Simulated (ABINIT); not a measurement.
# Quasiparticle gap of K2Pt (Fm-3m) in ABINIT, part 3 of 3

How does a plane-wave GW calculation on K2Pt (Fm-3m) run from the first input to the gap?

ABINIT 10.8.3; LDA and many-body steps on it, plane waves. Known limits of the many-body steps: not at the basis limit; no spin polarisation; d states lean on the start; no spin-orbit coupling; coarse k mesh.

So far. Step 4 (Empty states on the mesh, 2×2×2 mesh, 97 bands): On this mesh the gap is 1.306 eV. Step 5 (Screening, 2×2×2 mesh, 89 bands, screening to 106.1 eV): Local fields lower ε∞ by 33 %. On a Γ-centred mesh this coarse the value itself is usually too large, while a short band sum pulls it down.

## 6. Self-energy, 2×2×2 mesh, 89 bands, screening to 106.1 eV

The self-energy is evaluated for the states that the input lists, and the levels follow from it, in one-shot runs by the linearised quasiparticle equation.

This step: G0W0 on LDA, plane waves, norm-conserving pseudopotentials.

The input, run.abi:

```
acell 3*1.0 Angstrom
rprim 
  -0.000000000000 3.781463140000 3.781463140000
  3.781463140000 -0.000000000000 3.781463140000
  3.781463140000 3.781463140000 -0.000000000000
ntypat 2
znucl 19 78
natom 3
typat 1 1 2
xred 
  0.750000000000 0.750000000000 0.750000000000
  0.250000000000 0.250000000000 0.250000000000
  0.000000000000 0.000000000000 0.000000000000
pp_dirpath "pseudos"
pseudos "K.upf, Pt.upf"
ecut 34
ngkpt 2 2 2
nshiftk 1
shiftk 0 0 0
kptopt 1
chksymbreak 0
istwfk *1
occopt 1
irdwfk 1
optdriver 4
nband 89
gwcalctyp 0
ecutsigx 34
symsigma 1
nkptgw 3
kptgw 
  0.5000000000 0.5000000000 0.0000000000
  0.5000000000 0.0000000000 0.0000000000
  0.0000000000 0.0000000000 0.0000000000
bdgw 
  16 20
  17 21
  16 21
ecuteps 3.9
irdscr 1
ppmodel 1
indata_prefix "in"
outdata_prefix "out"
tmpdata_prefix "tmp"
```

The run is started by

```bash
> OMP_NUM_THREADS=1 mpirun -n 4 abinit run.abi > log
```

Numbers of over 12 decimals in the logs are rounded to 6 here.

What it wrote:

```text
.Version 10.8.3 of ABINIT. v10.8.2 released Aug 2026.

 Symmetries : space group Fm -3 m (#225); Bravais cF (face-center cubic)
[... echo of the input left out ...]
== DATASET  1 ==================================================================
-   mpi_nproc: 4, omp_nthreads: 1 (-1 if OMP is not activated)

--- !DatasetInfo
iteration_state: {dtset: 1, }
dimensions: {natom: 3, nkpt: 3, mband: 89, nsppol: 1, nspinor: 1, nspden: 1, mpw: 6934, }
cutoff_energies: {ecut:  34.0, pawecutdg:  -1.0, }
electrons: {nelect:   3.60000000E+01, charge:   0.00000000E+00, occopt:   1.00000000E+00, tsmear:   1.00000000E-02, }

 SIGMA: Calculation of the GW corrections

 Based on a program developped by R.W. Godby, V. Olevano, G. Onida, and L. Reining.
 Incorporated in ABINIT by V. Olevano, G.-M. Rignanese, and M. Torrent.
.Using double precision arithmetic ; gwpc =  8

[... cell and pseudopotentials left out ...]
--------------------------------------------------------------------------------

 ==== K-mesh for the wavefunctions ====
 Number of points in the irreducible wedge :     3
[... list of points left out ...]
 Together with 48 symmetry operations and time-reversal symmetry
 yields     8 points in the full Brillouin Zone.

 ==== Q-mesh for screening function ====
 Number of points in the irreducible wedge :     3
[... list of points left out ...]
 Together with 48 symmetry operations and time-reversal symmetry
 yields     8 points in the full Brillouin Zone.

 vcoul_init : cutoff-mode = AUXILIARY_FUNCTION
 q-points for optical limit:   1
     1)      0.000010    0.000020    0.000030
 setmesh: FFT mesh size selected  =    54x   54x   54
          total number of points  =       157464

 Number of electrons calculated from density =   36.0000; Expected =   36.0000
 average of density, n =  0.049328
 r_s =    1.6915
 omega_plasma =   21.4242 [eV]

 === KS Band Gaps ===
  >>>> For spin  1
   Minimum direct gap =   1.3811 [eV], located at k-point      :   0.5000  0.0000  0.0000
   Fundamental gap    =   1.3064 [eV], Top of valence bands at :   0.5000  0.5000  0.0000
                                       Bottom of conduction at :   0.5000  0.0000  0.0000
 SIGMA fundamental parameters:
 PLASMON POLE MODEL  1
 number of plane-waves for SigmaX                 6855
 number of plane-waves for SigmaC and W            283
 number of plane-waves for wavefunctions          6855
 number of bands                                    89
 number of independent spin polarizations            1
 number of spinorial components                      1
 number of k-points in IBZ                           3
 number of q-points in IBZ                           3
 number of symmetry operations                      48
 number of k-points in BZ                            8
 number of q-points in BZ                            8
 number of frequencies for dSigma/dE                 9
 frequency step for dSigma/dE [eV]                0.25
 number of omega for Sigma on real axis              0
 max omega for Sigma on real axis  [eV]           0.00
 zcut for avoiding poles [eV]                     0.10

 EPSILON^-1 parameters (SCR file):
 dimension of the eps^-1 matrix on file            283
 dimension of the eps^-1 matrix used               283
 number of plane-waves for wavefunctions          6855
 number of bands                                    89
 number of q-points in IBZ                           3
 number of frequencies                               2
 number of real frequencies                          1
 number of imag frequencies                          1

 matrix elements of self-energy operator (all in [eV])

 Perturbative Calculation

--- !SelfEnergy_ee
iteration_state: {dtset: 1, }
kpoint     : [   0.500,    0.500,    0.000, ]
spin       : 1
KS_gap     :    1.502
QP_gap     :    2.454
Delta_QP_KS:    0.952
data: !SigmaeeData |
     Band     E0 <VxcDFT>   SigX SigC(E0)      Z dSigC/dE  Sig(E)    E-E0       E
       16   2.697 -19.342 -23.387   4.106   0.757  -0.321 -19.296   0.046   2.743
       17   2.697 -19.342 -23.387   4.106   0.757  -0.321 -19.296   0.046   2.743
       18   2.758 -19.302 -23.176   3.959   0.756  -0.323 -19.238   0.064   2.822
       19   4.260  -8.061  -4.062  -2.744   0.810  -0.235  -7.045   1.017   5.276
       20   6.492  -9.041  -5.286  -2.845   0.812  -0.231  -8.302   0.739   7.231

--- !SelfEnergy_ee
iteration_state: {dtset: 1, }
kpoint     : [   0.500,    0.000,    0.000, ]
spin       : 1
KS_gap     :    1.381
QP_gap     :    2.098
Delta_QP_KS:    0.717
data: !SigmaeeData |
     Band     E0 <VxcDFT>   SigX SigC(E0)      Z dSigC/dE  Sig(E)    E-E0       E
       17   2.683 -19.246 -23.255   4.063   0.757  -0.320 -19.205   0.041   2.724
       18   2.683 -19.246 -23.255   4.063   0.757  -0.320 -19.205   0.041   2.724
       19   4.064  -7.349  -3.694  -2.726   0.816  -0.226  -6.591   0.758   4.822
       20   6.881  -9.639  -5.008  -2.873   0.821  -0.218  -8.196   1.444   8.325
       21   6.881  -9.639  -5.008  -2.873   0.821  -0.218  -8.196   1.444   8.325

--- !SelfEnergy_ee
iteration_state: {dtset: 1, }
kpoint     : [   0.000,    0.000,    0.000, ]
spin       : 1
KS_gap     :    3.540
QP_gap     :    4.871
Delta_QP_KS:    1.331
data: !SigmaeeData |
     Band     E0 <VxcDFT>   SigX SigC(E0)      Z dSigC/dE  Sig(E)    E-E0       E
       16   2.692 -19.289 -23.326   4.067   0.757  -0.320 -19.266   0.023   2.715
       17   2.692 -19.289 -23.326   4.067   0.757  -0.320 -19.266   0.023   2.715
       18   2.692 -19.289 -23.326   4.067   0.757  -0.320 -19.266   0.023   2.715
       19   6.232  -8.986  -4.453  -2.864   0.811  -0.233  -7.632   1.354   7.586
       20   6.232  -8.986  -4.453  -2.864   0.811  -0.233  -7.632   1.354   7.586
       21   6.232  -8.986  -4.453  -2.864   0.811  -0.233  -7.632   1.354   7.586

 New Fermi energy :        1.404640E-01 Ha ,    3.822220E+00 eV

 === QP Band Gaps ===
  >>>> For spin  1
   Minimum direct gap =   2.0981 [eV], located at k-point      :   0.5000  0.0000  0.0000
   Fundamental gap    =   1.9998 [eV], Top of valence bands at :   0.5000  0.5000  0.0000
                                       Bottom of conduction at :   0.5000  0.0000  0.0000

== END DATASET(S) ==============================================================
================================================================================

 -outvars: echo values of variables after computation  --------
           etotal      0.0000000000E+00
            nband          89
             nkpt           3
          spgroup         225
 [... the other variables as echoed above ...]

 Calculation completed.
```

Wall time 7.7 s (4 MPI ranks of Arm Neoverse V2, shared host); peak memory 0.99 GiB.

Numbers from this step:

```
G0W0 gap on the points computed              : 2 eV
starting gap on the mesh                     : 1.306 eV
k of the valence top                         : 0.5, 0.5, 0
k of the conduction bottom                   : 0.5, 0, 0
Z at the valence top                         : 0.756
Z at the conduction bottom                   : 0.816
least direct G0W0 gap on the computed points : 2.098 eV
```

The gap on the mesh goes from 1.31 eV to 2.00 eV, a correction of +0.69 eV.

Limits: finite bands, cutoff and mesh; no spin polarisation; d states lean on the start; no spin-orbit coupling; coarse k mesh. v1 is the top filled band, c1 the lowest empty one. Levels before and after the correction, in eV, zero at the valence-band top of each column:

|  | conduction bottom | valence top |
| --- | --- | --- |
| Kohn-Sham | 1.31 | 0.00 |
| G0W0 | 2.00 | 0.00 |

|  | level | energy (eV) |
| --- | --- | --- |
| Kohn-Sham | (0.5 0.5 0) v3-v2 | -0.061 |
| Kohn-Sham | (0.5 0.5 0) v1 | 0.000 |
| Kohn-Sham | (0.5 0.5 0) c1 | 1.502 |
| Kohn-Sham | (0.5 0.5 0) c2 | 3.734 |
| Kohn-Sham | (0.5 0 0) v2-v1 | -0.075 |
| Kohn-Sham | (0.5 0 0) c1 | 1.306 |
| Kohn-Sham | (0.5 0 0) c2-c3 | 4.123 |
| G0W0 | (0.5 0.5 0) v3-v2 | -0.079 |
| G0W0 | (0.5 0.5 0) v1 | 0.000 |
| G0W0 | (0.5 0.5 0) c1 | 2.454 |
| G0W0 | (0.5 0.5 0) c2 | 4.409 |
| G0W0 | (0.5 0 0) v2-v1 | -0.098 |
| G0W0 | (0.5 0 0) c1 | 2.000 |
| G0W0 | (0.5 0 0) c2-c3 | 5.503 |

## 7. Where the time went

Times are wall times on 4 MPI ranks of Arm Neoverse V2, shared host, good to a factor of about two.

| step | time | share | memory (GiB) |
| --- | --- | --- | --- |
| ground state | 30 s | 25 % | 0.41 |
| bands along the symmetry lines | 55 s | 45 % | 0.41 |
| empty states on the mesh | 22 s | 18 % | 0.32 |
| screening | 8 s | 6 % | 0.85 |
| self-energy | 7.7 s | 6 % | 0.99 |

## 8. What came out

| Property | Result |
| --- | --- |
| LDA gap | 1.31 eV, indirect |
| G0W0 gap on the mesh | 2.00 eV |
| GW settings | 2×2×2 mesh, 89 bands, screening to 106.1 eV, Godby-Needs plasmon pole |
| known limits | not at the basis limit; no spin polarisation; d states lean on the start; no spin-orbit coupling; coarse k mesh |

**Reading.** G0W0 moves the gap on the mesh from 1.31 eV to 2.00 eV (+0.69 eV), with Z of 0.76 and 0.82 at the edges. Local fields lower the RPA ε∞ on this mesh from 13.48 to 8.97; a Γ-centred mesh this coarse tends to raise both, most where the direct gap is narrow, while a short band sum lowers them. The dearest step here is «bands along the symmetry lines». Bands and cutoff are finite, so the gap is not at the basis limit. The miss can reach some tenths of an eV and take either sign; the mesh is an error of its own. The 2×2×2 mesh is coarse for this cell, which bears on the long-range parts of exchange and screening. The runs have no spin polarisation. For a closed low-spin shell that is the natural state; where a d or f shell is open it is a constraint, and the gap is then not the crystal's own. With d states at the gap, one-shot GW leans hard on its start. The many-body steps are scalar-relativistic: spin-orbit coupling is not in them.

[Paths, hosts, dates, memory and timing lines, banners, echoed tables and standing remarks are left out of the program output.]

[Logs are printed without paths, hosts, clocks, repeated set-up lines and the standing remarks that a program may print on its own settings, such as how far it seeks lower states.]

[Runs of the session that timed out or met a known fault of the program may be left out.]

[Hosts, paths, dates, database ids (printed as entryN), source tags and the programs' standing remarks are cut or masked in the printed files.]

[G0W0 gaps are taken among the corrected bands and points alone; a level outside them can change the order at an edge.]

[Where Ansatz stands beside ABINIT at settings called matched, ABINIT's density can come from a denser mesh and the files from another edition; pairs whose starting gaps differed by over 0.03 eV were left out, so agreement reads better than it is.]
